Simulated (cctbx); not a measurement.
**Lattice, Laue class and space group of a new crystal**

Cell: a = 8.1270 Å, b = 9.8610 Å, c = 10.8810 Å, α = 67.58°, β = 70.94°, γ = 66.96°. Expected content of the cell: Te10 Sn4 Na8.

Simulated single-crystal data (cctbx): Mo Kα, λ = 0.71073 Å, to d = 0.77 Å, 95 % of the full sphere, strongest reflection 40000 counts, noise from counting, a 4 % proportional error and a noise floor of 15 counts (s.d.); no absorption, some extinction.

Tests on the unmerged data give:

```text
6309 reflections to d = 0.770 A
centring   violations  <I/sigma> of those
    A       2336 of  3145     11.7
    B       2362 of  3166     11.8
    C       2324 of  3139     11.8
    I       2335 of  3170     11.6
    R       3128 of  4186     11.8
    F       3511 of  4725     11.8
Laue class    unique    Rint  (classes that these axes allow; Friedel mates merged)
P -1             3315   0.030
space group    extra absences  I>4sigma  <I/sigma>
P 1                     0          0         -  acentric
P -1                    0          0         -  centric
Wilson B = 0.34 A^2   <|E^2-1|> = 1.095 (0.968 centric, 0.736 acentric)   E^2>4: 6.0 %
shell (A)         n   <I/sigma>
 9.84 - 1.54    417     17.2
 1.54 - 1.22    412     15.5
 1.22 - 1.07    421     15.6
 1.07 - 0.97    409     14.6
 0.97 - 0.90    403     13.7
 0.90 - 0.85    428     14.3
 0.85 - 0.81    414     13.8
 0.81 - 0.77    411     13.3
```

**Question.** What are the lattice type, the Laue class and the likely space group?

Every centring test has many violations, so the lattice is primitive.

Only P -1 fits these axes (Rint 0.030); a search for a hidden higher lattice was not made.

2 settings pass the absence test. No glide or screw absences show, which leaves P 1 and P -1.

⟨|E²−1|⟩ = 1.095 leans to a centrosymmetric structure. The Wilson B of 0.34 Å² means U ≈ 0.0043 Å².

The true group is P-1 (no. 2), Laue class -1, centrosymmetric. The tables only narrow the choice to the tied entries; cell content, site symmetry and trial solutions must settle it.

The model is made up (kin elements in a known structure type, no relaxation), so it says nothing on whether the phase exists.

[Logs are printed without paths, hosts, clocks, repeated set-up lines and the standing remarks that a program may print on its own settings, such as how far it seeks lower states.]
